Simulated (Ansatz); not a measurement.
## WS2 (Tungstenite): the gap up the ladder of methods

What gap does each level of theory give for WS2 (Tungstenite), and in what time?

Main program and level: Ansatz 0.2.0; density functionals, hybrids and G0W0, plane waves, PAW.

Report form: the programs' logs are mostly left out.

The database entry behind the starting cell differs from later determinations by our own check (an axis about 1.4 % long against later determinations), so it need not match the best structure at ambient conditions.

In doubt: masses and optical values from hybrid runs of this build are listed as unsure (step 10), which bears on the screening that GW takes from such a start.

**1. The structure**

It takes space group P6_3/mmc (No. 194, hexagonal). The conventional cell has a = 3.180 Å, b = 3.180 Å, c = 12.500 Å, α = 90.00°, β = 90.00°, γ = 120.00°. Nearest to W lie 6 S at 2.41 Å. Nearest to S lie 3 W at 2.41 Å. Farther neighbours and most contacts between anions are not listed.

The cell and positions come from the Crystallography Open Database and are kept as given unless a step says otherwise. Spin-orbit coupling is left out unless a step names it. The default PAW set here is soft_2. Its files were made with PBE.

**2. LDA on the 12×12×2 mesh**

This step: DFT, LDA, plane waves, PAW.

input.yaml

```yaml
crystal:
  lattice:
    - [3.18, 0.0, 0.0]
    - [-1.59, 2.753960784, 0.0]
    - [0.0, 0.0, 12.5]
  atoms:
    - { symbol: W, position: [0.3333333333, 0.6666666667, 0.25] }
    - { symbol: W, position: [0.6666666667, 0.3333333333, 0.75] }
    - { symbol: S, position: [0.3333333333, 0.6666666667, 0.625] }
    - { symbol: S, position: [0.6666666667, 0.3333333333, 0.125] }
    - { symbol: S, position: [0.3333333333, 0.6666666667, 0.875] }
    - { symbol: S, position: [0.6666666667, 0.3333333333, 0.375] }
kpoints:
  mp_grid: { grid: [12, 12, 2] }
  band_path:
    path:
      - [0.0, 0.0, 0.0]
      - [0.5, 0.0, 0.0]
      - [0.33333333, 0.33333333, 0.0]
      - [0.0, 0.0, 0.5]
      - [0.5, 0.0, 0.5]
      - [0.33333333, 0.33333333, 0.5]
      - [0.1666666667, 0.1666666667, 0.0]
    npoints: 1
hamiltonian:
  xc: lda
scf:
  occupations: { method: fixed }
  n_extra_bands: 6
output:
  eigenvalues: true
  forces: true
  stress: true
```

The run is started by

```bash
> ansatz run input.yaml --threads 3 --pin off --max-ram 64512MiB --backend cuda --events-out ev --progress --plain --runs-dir out --devices 1 --max-vram 24GiB  # rebuilt from the run's record
```

Wall time 5.2 s (1 × NVIDIA H100 80GB HBM3 (shared by 3 runs) with 3 threads of AMD EPYC 7R13 (Zen 3), shared host); peak memory 0.97 GiB; 3.4 s of CPU time.

Numbers from this step:

```
pressure             : -5.624 GPa
gap                  : 0.9696 eV
valence top at       : Γ
conduction bottom at : k = (0.167, 0.167, 0.000)
least direct gap     : 1.716 eV
```

Over mesh and listed points the gap is 0.970 eV, from k = Γ to k = (0.167, 0.167, 0.000). The least direct gap found is 1.716 eV, at k = (0.333, 0.333, 0.000). The pressure in this cell is -6 GPa; the cell is kept.

**3. PBE on the 12×12×2 mesh**

Levels along a band path and on the mesh show where this functional puts the band edges.

This step: DFT, PBE, plane waves, PAW.

Changes to input.yaml since step 2:

```diff
@@ -16,14 +16,10 @@
     path:
-      - [0.0, 0.0, 0.0]
-      - [0.5, 0.0, 0.0]
-      - [0.33333333, 0.33333333, 0.0]
-      - [0.0, 0.0, 0.5]
-      - [0.5, 0.0, 0.5]
-      - [0.33333333, 0.33333333, 0.5]
-      - [0.1666666667, 0.1666666667, 0.0]
-    npoints: 1
+      - [[0.0, 0.0, 0.0], [0.5, 0.0, 0.0], [0.33333333, 0.33333333, 0.0], [0.0, 0.0, 0.0], [0.0, 0.0, 0.5], [0.5, 0.0, 0.5], [0.33333333, 0.33333333, 0.5], [0.0, 0.0, 0.5]]
+      - [[0.5, 0.0, 0.5], [0.5, 0.0, 0.0]]
+      - [[0.33333333, 0.33333333, 0.5], [0.33333333, 0.33333333, 0.0]]
+    npoints: 10
 hamiltonian:
-  xc: lda
+  xc: pbe
 scf:
-  occupations: { method: fixed }
+  occupations: { method: fermi_dirac, width: 0.02 }
   n_extra_bands: 6
@@ -33 +29,5 @@
   stress: true
+  write_density: true
+  write_potential: true
+  elf: true
+  volumetric_format: npy
```

It took 4.5 s on 1 × NVIDIA H100 80GB HBM3 (shared by 3 runs) with 3 threads; peak memory 1 GiB; 5.6 s of CPU time.

This step gave:

```yaml
pressure: 2.278 GPa
filled_bands: 26
gap: 1.046 eV
valence_top_at: Γ
conduction_bottom_at: k = (0.167, 0.167, 0.000)
least_direct_gap: 1.739 eV
```

Over mesh and path the gap is 1.046 eV, from k = Γ to k = (0.167, 0.167, 0.000). The least direct gap found is 1.739 eV, at k = (0.333, 0.333, 0.000). PBE against LDA: 1.046 − 0.970 = +0.076 eV, with the same mesh, files and cutoff, and both edges at the same k points.

**4. PBE+SOC on the 12×12×2 mesh**

This run has two-component orbitals with spin-orbit coupling.

This step: DFT, PBE with spin-orbit coupling, plane waves, PAW.

input.yaml, the sections that differ from step 3:

```yaml
kpoints:
  mp_grid: { grid: [12, 12, 2] }
  band_path:
    path:
      - [0.0, 0.0, 0.0]
      - [0.5, 0.0, 0.0]
      - [0.33333333, 0.33333333, 0.0]
      - [0.0, 0.0, 0.5]
      - [0.5, 0.0, 0.5]
      - [0.33333333, 0.33333333, 0.5]
      - [0.1666666667, 0.1666666667, 0.0]
    npoints: 1
scf:
  occupations: { method: fermi_dirac, width: 0.02 }
  n_extra_bands: 12
magnetization:
  noncollinear: true
  spin_orbit: true
output:
  eigenvalues: true
  forces: true
  stress: true
# crystal, hamiltonian: as in step 3
```

Run time: 7.8 s. Hardware: 1 × NVIDIA H100 80GB HBM3 (shared by 3 runs) with 3 threads; peak memory 1 GiB; 13 s of CPU time.

This step gave:

| Property | Result |
| --- | --- |
| pressure | 2.219 GPa |
| gap | 0.9964 eV |
| valence top at | Γ |
| conduction bottom at | k = (0.167, 0.167, 0.000) |
| least direct gap | 1.545 eV |

Over mesh and listed points the gap is 0.996 eV, from k = Γ to k = (0.167, 0.167, 0.000). The least direct gap found is 1.545 eV, at k = (0.333, 0.333, 0.000). PBE+SOC against PBE: 0.996 − 1.046 = −0.050 eV, with the same mesh, set of files (read in its fully relativistic form for the spin-orbit run) and cutoff, and both edges at the same k points. The spin-orbit run sees mesh and listed points alone, so its gap is an upper bound: the coupling can move an edge off these points, and the change over the zone, its sign included where it is small, is not known.

**5. r2SCAN on the 12×12×2 mesh**

r2SCAN is a meta-GGA: it depends on the kinetic-energy density as well as on the density and its gradient.

This step: DFT, r2SCAN, plane waves, PAW.

Changes to input.yaml since step 4:

```diff
@@ -25,9 +25,6 @@
 hamiltonian:
-  xc: pbe
+  xc: r2scan
 scf:
-  occupations: { method: fermi_dirac, width: 0.02 }
-  n_extra_bands: 12
-magnetization:
-  noncollinear: true
-  spin_orbit: true
+  occupations: { method: fixed }
+  n_extra_bands: 6
 output:
```

The job ended after 4.1 s (1 × NVIDIA H100 80GB HBM3 (shared by 3 runs) with 3 threads; peak memory 1.1 GiB).

This step gave:

```
pressure             : 0.2331 GPa
gap                  : 1.154 eV
valence top at       : Γ
conduction bottom at : k = (0.167, 0.167, 0.000)
least direct gap     : 1.862 eV
```

Over mesh and listed points the gap is 1.154 eV, from k = Γ to k = (0.167, 0.167, 0.000). The least direct gap found is 1.862 eV, at k = (0.333, 0.333, 0.000). r2SCAN against PBE: 1.154 − 1.046 = +0.108 eV. The runs also differ in plane-wave cutoff (420 eV and 500 eV), so how much of this comes from the functional alone is not known.

**6. HSE06 on the 6×6×2 mesh**

HSE06 mixes in a quarter of exact exchange at short range.

This step: DFT, HSE06, plane waves, PAW.

Changes to input.yaml since step 5:

```diff
@@ -13,3 +13,3 @@
 kpoints:
-  mp_grid: { grid: [12, 12, 2] }
+  mp_grid: { grid: [6, 6, 2] }
   band_path:
@@ -25,3 +25,3 @@
 hamiltonian:
-  xc: r2scan
+  xc: hse06
 scf:
@@ -31,3 +31 @@
   eigenvalues: true
-  forces: true
-  stress: true
```

Elapsed: 17 s, on 1 × NVIDIA H100 80GB HBM3 (shared by 3 runs) with 3 threads; peak memory 1.3 GiB.

This step gave:

```yaml
gap: 1.578 eV
valence_top_at: Γ
conduction_bottom_at: k = (0.167, 0.167, 0.000)
least_direct_gap: 2.218 eV
exact_exchange_fraction: 0.25
```

Over mesh and listed points the gap is 1.578 eV, from k = Γ to k = (0.167, 0.167, 0.000). The least direct gap found is 2.218 eV, at k = (0.333, 0.333, 0.000). HSE06 against PBE: 1.578 − 1.046 = +0.532 eV. The runs also differ in mesh (12×12×2 and 6×6×2), so how much of this comes from the functional alone is not known.

**7. PBE0 on the 6×6×2 mesh**

PBE0 mixes in a quarter of exact exchange at all distances.

This step: DFT, PBE0, plane waves, PAW.

Changes to input.yaml since step 6:

```diff
@@ -25,3 +25,3 @@
 hamiltonian:
-  xc: hse06
+  xc: pbe0
 scf:
```

It took 13 s on 1 × NVIDIA H100 80GB HBM3 (shared by 3 runs) with 3 threads; peak memory 1.3 GiB.

Numbers from this step:

| Quantity | Value |
| --- | --- |
| gap | 2.236 eV |
| valence top at | Γ |
| conduction bottom at | k = (0.167, 0.167, 0.000) |
| least direct gap | 2.872 eV |
| exact-exchange fraction | 0.25 |

Over mesh and listed points the gap is 2.236 eV, from k = Γ to k = (0.167, 0.167, 0.000). The least direct gap found is 2.872 eV, at k = (0.333, 0.333, 0.000). PBE0 against HSE06: 2.236 − 1.578 = +0.658 eV, with the same mesh, files and cutoff, and both edges at the same k points.

**8. DDH-PBE0 on the 6×6×2 mesh**

The input asks for a share of exact exchange of one over the crystal's ε∞, which the program works out first.

This step: DFT, dielectric-dependent PBE0 (fraction 1/eps_inf of PBE), plane waves, PAW.

Changes to input.yaml since step 7:

```diff
@@ -12,2 +12,3 @@
     - { symbol: S, position: [0.6666666667, 0.3333333333, 0.375] }
+  host: atoms
 kpoints:
@@ -25,3 +26,6 @@
 hamiltonian:
-  xc: pbe0
+  xc:
+    exchange: pbe
+    correlation: pbe
+    exx: { coeff: inverse_dielectric }
 scf:
```

The job ended after 37 s (1 × NVIDIA H100 80GB HBM3 (shared by 3 runs) with 3 threads; peak memory 1.8 GiB; 55 s of CPU time).

Numbers from this step:

* gap: 1.465 eV
* valence top at: Γ
* conduction bottom at: k = (0.167, 0.167, 0.000)
* least direct gap: 2.146 eV
* exact-exchange fraction: 0.09024

Over mesh and listed points the gap is 1.465 eV, from k = Γ to k = (0.167, 0.167, 0.000). The least direct gap found is 2.146 eV, at k = (0.333, 0.333, 0.000). DDH-PBE0 against PBE0: 1.465 − 2.236 = −0.771 eV, with the same mesh, files and cutoff, and both edges at the same k points.

**9. G0W0@PBE, 6×6×2 mesh, 867 empty bands, screening to 230 eV**

G0W0 replaces the xc potential by a self-energy built once from the orbitals of the start. Levels are corrected in the window of bands that the input names, at points of the mesh.

This step: G0W0 on PBE, plane waves, PAW.

input.yaml

```yaml
crystal:
  lattice:
    - [3.18, 0.0, 0.0]
    - [-1.59, 2.753960784, 0.0]
    - [0.0, 0.0, 12.5]
  atoms:
    - { symbol: W, position: [0.3333333333, 0.6666666667, 0.25] }
    - { symbol: W, position: [0.6666666667, 0.3333333333, 0.75] }
    - { symbol: S, position: [0.3333333333, 0.6666666667, 0.625] }
    - { symbol: S, position: [0.6666666667, 0.3333333333, 0.125] }
    - { symbol: S, position: [0.3333333333, 0.6666666667, 0.875] }
    - { symbol: S, position: [0.6666666667, 0.3333333333, 0.375] }
kpoints:
  mp_grid: { grid: [6, 6, 2] }
hamiltonian:
  xc: pbe
scf:
  occupations: { method: fixed }
gw:
  n_empty_bands: 867
  ecut_chi: 230.0
  qp_bands: [v2, c2]
  qp_kpoints: band_edges
  screening: { model: contour_deformation }
```

Wall time 45 s (1 × NVIDIA H100 80GB HBM3 (shared by 3 runs) with 3 threads); peak memory 3.3 GiB.

This step gave:

| Quantity | Value |
| --- | --- |
| bands summed | 893 |
| RPA ε∞ on this mesh (eigenvalues) | 5.404, 13.93, 13.93 |
| plane waves in the screening matrix | 835 |
| G0W0 gap over the corrected points | 1.467 eV |
| k of the valence top | 0, 0, 0 |
| k of the conduction bottom | 0.1667, 0.1667, 0 |
| starting gap on the mesh | 1.047 eV |
| Z at the valence top | 0.7510 |
| Z at the conduction bottom | 0.7627 |
| least direct G0W0 gap over the corrected points | 2.209 eV |

Over 10 of 14 irreducible mesh points the G0W0 gap is 1.467 eV, from k = Γ to k = (0.167, 0.167, 0.000). The PBE gap of this run on the mesh is 1.047 eV. The two states that bound the G0W0 gap lie that far apart at the start, so the correction of the gap is 1.467 − 1.047 = +0.420 eV.

**10. G0W0@HSE06, 6×6×2 mesh, 867 empty bands, screening to 230 eV**

This step: G0W0 on HSE06, plane waves, PAW.

Changes to input.yaml since step 9:

```diff
@@ -15,3 +15,3 @@
 hamiltonian:
-  xc: pbe
+  xc: hse06
 scf:
```

The job ended after 2.4 min (1 × NVIDIA H100 80GB HBM3 (shared by 3 runs) with 3 threads; peak memory 3.8 GiB; 3.2 min of CPU time).

This step gave:

| Item | Value |
| --- | --- |
| bands summed | 893 |
| RPA ε∞ on this mesh (eigenvalues) | 4.599, 11.11, 11.11 |
| plane waves in the screening matrix | 835 |
| G0W0 gap over the corrected points | 1.677 eV |
| k of the valence top | 0, 0, 0 |
| k of the conduction bottom | 0.1667, 0.1667, 0 |
| starting gap on the mesh | 1.578 eV |
| Z at the valence top | 0.7770 |
| Z at the conduction bottom | 0.7869 |
| least direct G0W0 gap over the corrected points | 2.379 eV |

Over 10 of 14 irreducible mesh points the G0W0 gap is 1.677 eV, from k = Γ to k = (0.167, 0.167, 0.000). The HSE06 gap of this run on the mesh is 1.578 eV. The two states that bound the G0W0 gap lie that far apart at the start, so the correction of the gap is 1.677 − 1.578 = +0.099 eV. G0W0@HSE06 against G0W0@PBE with 893 bands: 1.677 − 1.467 = +0.210 eV, with the same mesh, files and cutoffs, and both edges at the same k points.

(Part 1 of 2 ends here.)

[Paths, hosts, dates, memory and timing lines, banners, echoed tables and standing remarks are left out of the program output.]

[Logs are printed without paths, hosts, clocks, repeated set-up lines and the standing remarks that a program may print on its own settings, such as how far it seeks lower states.]

[Runs of the session that timed out or met a known fault of the program may be left out.]

[Cells called generated may have been cut or substituted from an entry of the Crystallography Open Database or the Materials Project.]

[Hosts, paths, dates, database ids (printed as entryN), source tags and the programs' standing remarks are cut or masked in the printed files.]

[Where an RPA ε∞ is given, it is that of the G0W0 mesh and is not shown converged in it. Names of k-points follow the symmetry that the program found, which can be lower than the space group named. Band edges on a path are those of the sampled points; other points can move an edge, and change direct to indirect where valleys lie close.]

[Hybrid gaps are those of their k-mesh and are not shown converged in it.]
